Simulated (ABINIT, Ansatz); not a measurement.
# Sr2NbGaO6 (Fm-3m): G0W0 on several meshes in ABINIT, part 2 of 2

Wanted: mesh dependence and cost of G0W0 for Sr2NbGaO6 (Fm-3m).

ABINIT 10.8.3; PBEsol and many-body steps on it, plane waves. Known limits of the many-body steps: not at the basis limit; exchange with frozen shells missing; no spin-orbit coupling; coarse k mesh.

So far. Step 4 (2×2×2): The gap on the mesh goes from 3.16 eV to 4.96 eV, a correction of +1.80 eV. Step 5 (Empty states on the mesh, 4×4×4 mesh, 137 bands): On this mesh the gap is 3.158 eV.

## Step 7: 4×4×4

This step: G0W0 on PBEsol, plane waves, norm-conserving pseudopotentials.

The input, run.abi:

```
acell 3*1.0 Angstrom
rprim 
  0.000000000000 4.000204000000 4.000204000000
  4.000204000000 0.000000000000 4.000204000000
  4.000204000000 4.000204000000 0.000000000000
ntypat 4
znucl 38 41 31 8
natom 10
typat 1 1 2 3 4 4 4 4 4 4
xred 
  0.250000000000 0.250000000000 0.250000000000
  0.750000000000 0.750000000000 0.750000000000
  0.000000000000 0.000000000000 0.000000000000
  0.500000000000 0.500000000000 0.500000000000
  0.749216000000 0.250784000000 0.250784000000
  0.250784000000 0.749216000000 0.749216000000
  0.250784000000 0.250784000000 0.749216000000
  0.749216000000 0.749216000000 0.250784000000
  0.250784000000 0.749216000000 0.250784000000
  0.749216000000 0.250784000000 0.749216000000
pp_dirpath "pseudos"
pseudos "Sr.upf, Nb.upf, Ga.upf, O.upf"
ecut 37
ngkpt 4 4 4
nshiftk 1
shiftk 0 0 0
kptopt 1
chksymbreak 0
istwfk *1
occopt 1
irdwfk 1
optdriver 4
nband 125
gwcalctyp 0
ecutsigx 37
symsigma 1
nkptgw 1
kptgw 
  0.0000000000 0.0000000000 0.0000000000
bdgw 
  39 44
ecuteps 4.2
irdscr 1
ppmodel 1
indata_prefix "in"
outdata_prefix "out"
tmpdata_prefix "tmp"
```

Started as:

```bash
$ OMP_NUM_THREADS=1 mpirun -n 4 abinit run.abi > log
```

Numbers of over 12 decimals in the logs are rounded to 6 here.

The log of the run:

```text
.Version 10.8.3 of ABINIT. v10.8.2 released Aug 2026.

 Symmetries : space group Fm -3 m (#225); Bravais cF (face-center cubic)
[... echo of the input left out ...]
== DATASET  1 ==================================================================
-   mpi_nproc: 4, omp_nthreads: 1 (-1 if OMP is not activated)

--- !DatasetInfo
iteration_state: {dtset: 1, }
dimensions: {natom: 10, nkpt: 8, mband: 125, nsppol: 1, nspinor: 1, nspden: 1, mpw: 9377, }
cutoff_energies: {ecut:  37.0, pawecutdg:  -1.0, }
electrons: {nelect:   8.20000000E+01, charge:   0.00000000E+00, occopt:   1.00000000E+00, tsmear:   1.00000000E-02, }

 SIGMA: Calculation of the GW corrections

 Based on a program developped by R.W. Godby, V. Olevano, G. Onida, and L. Reining.
 Incorporated in ABINIT by V. Olevano, G.-M. Rignanese, and M. Torrent.
.Using double precision arithmetic ; gwpc =  8

[... cell and pseudopotentials left out ...]
--------------------------------------------------------------------------------

 ==== K-mesh for the wavefunctions ====
 Number of points in the irreducible wedge :     8
[... list of points left out ...]
 Together with 48 symmetry operations and time-reversal symmetry
 yields    64 points in the full Brillouin Zone.

 ==== Q-mesh for screening function ====
 Number of points in the irreducible wedge :     8
[... list of points left out ...]
 Together with 48 symmetry operations and time-reversal symmetry
 yields    64 points in the full Brillouin Zone.

 vcoul_init : cutoff-mode = AUXILIARY_FUNCTION
 q-points for optical limit:   1
     1)      0.000010    0.000020    0.000030
 setmesh: FFT mesh size selected  =    60x   60x   60
          total number of points  =       216000

 Number of electrons calculated from density =   82.0000; Expected =   82.0000
[...]
number of k-points in BZ                           64
 number of q-points in BZ                           64
 number of frequencies for dSigma/dE                 9
 frequency step for dSigma/dE [eV]                0.25
 number of omega for Sigma on real axis              0
 max omega for Sigma on real axis  [eV]           0.00
 zcut for avoiding poles [eV]                     0.10

 EPSILON^-1 parameters (SCR file):
 dimension of the eps^-1 matrix on file            339
 dimension of the eps^-1 matrix used               339
 number of plane-waves for wavefunctions          9377
 number of bands                                   125
 number of q-points in IBZ                           8
 number of frequencies                               2
 number of real frequencies                          1
 number of imag frequencies                          1

 matrix elements of self-energy operator (all in [eV])

 Perturbative Calculation

--- !SelfEnergy_ee
iteration_state: {dtset: 1, }
kpoint     : [   0.000,    0.000,    0.000, ]
spin       : 1
KS_gap     :    3.158
QP_gap     :    5.029
Delta_QP_KS:    1.872
data: !SigmaeeData |
     Band     E0 <VxcDFT>   SigX SigC(E0)      Z dSigC/dE  Sig(E)    E-E0       E
       39   6.272 -19.819 -25.037   5.138   0.777  -0.286 -19.882  -0.063   6.209
       40   6.272 -19.819 -25.037   5.138   0.777  -0.286 -19.882  -0.063   6.209
       41   6.272 -19.819 -25.037   5.138   0.777  -0.286 -19.882  -0.063   6.209
       42   9.429 -16.657 -10.965  -3.468   0.814  -0.229 -14.848   1.809  11.238
       43   9.429 -16.657 -10.965  -3.468   0.814  -0.229 -14.848   1.809  11.238
       44   9.429 -16.657 -10.965  -3.468   0.814  -0.229 -14.848   1.809  11.238

== END DATASET(S) ==============================================================
================================================================================

 -outvars: echo values of variables after computation  --------
           etotal      0.0000000000E+00
            nband         125
             nkpt           8
          spgroup         225
 [... the other variables as echoed above ...]

 Calculation completed.
```

The job ended after 12 s (4 MPI ranks of Intel Xeon 6975P-C (Granite Rapids), shared host; peak memory 2 GiB; 47 s of CPU time).

This step gave:

- G0W0 gap on the points computed: 5.029 eV
- starting gap on the mesh: 3.158 eV
- k of the valence top: 0, 0, 0
- k of the conduction bottom: 0, 0, 0
- Z at the valence top: 0.777
- Z at the conduction bottom: 0.814
- least direct G0W0 gap on the computed points: 5.029 eV

Against G0W0 in ABINIT (2×2×2 mesh, 125 bands, screening to 114.3 eV, Godby-Needs plasmon pole), the gap moves by +0.071 eV.

## Step 8: The runs together

Times are wall times on 4 MPI ranks of Intel Xeon 6975P-C (Granite Rapids), shared host, good to a factor of about two. A run's time includes the screening step that it read.

| run | mesh | bands | screening cutoff (eV) | DFT gap (eV) | gap on the mesh (eV) | direct (eV) | ε∞ used | time |
| --- | --- | --- | --- | --- | --- | --- | --- | --- |
| 2×2×2 | 2×2×2 | 125 | 114.3 | 3.158 | 4.958 | 4.958 | 5.44 | 56 s |
| 4×4×4 | 4×4×4 | 125 | 114.3 | 3.158 | 5.029 | 5.029 | 4.69 | 4.3 min |

## Step 9: Summary of results

- 2×2×2: 4.958 eV
- 4×4×4: 5.029 eV
- known limits: not at the basis limit; exchange with frozen shells missing; no spin-orbit coupling; coarse k mesh

In words: 4×4×4: +0.071 eV against 2×2×2. Bands and cutoff are finite, so the gap is not at the basis limit. The miss can reach some tenths of an eV and take either sign; the mesh is an error of its own. In the first G0W0 run levels were corrected at 1 k point alone, so a gap called «on the mesh» is the least over those, and an edge elsewhere would be missed. The 2×2×2 mesh is coarse for this cell, which bears on the long-range parts of exchange and screening. The norm-conserving file of at least one element keeps a d shell over frozen s and p shells of the same row. Exchange with those shells is missing from the self-energy, an error of 0.3 to 0.9 eV in cases checked, whose sign depends on which edge lies on those atoms. The many-body steps are scalar-relativistic: spin-orbit coupling is not in them.

[Paths, hosts, dates, memory and timing lines, banners, echoed tables and standing remarks are left out of the program output.]

[Logs are printed without paths, hosts, clocks, repeated set-up lines and the standing remarks that a program may print on its own settings, such as how far it seeks lower states.]

[Runs of the session that timed out or met a known fault of the program may be left out.]

[No measured gap is set beside runs whose start may be inverted or whose files or cutoffs have a known fault.]

[Hosts, paths, dates, database ids (printed as entryN), source tags and the programs' standing remarks are cut or masked in the printed files.]

[G0W0 gaps are taken among the corrected bands and points alone; a level outside them can change the order at an edge.]

[Where Ansatz stands beside ABINIT at settings called matched, ABINIT's density can come from a denser mesh and the files from another edition; pairs whose starting gaps differed by over 0.03 eV were left out, so agreement reads better than it is.]
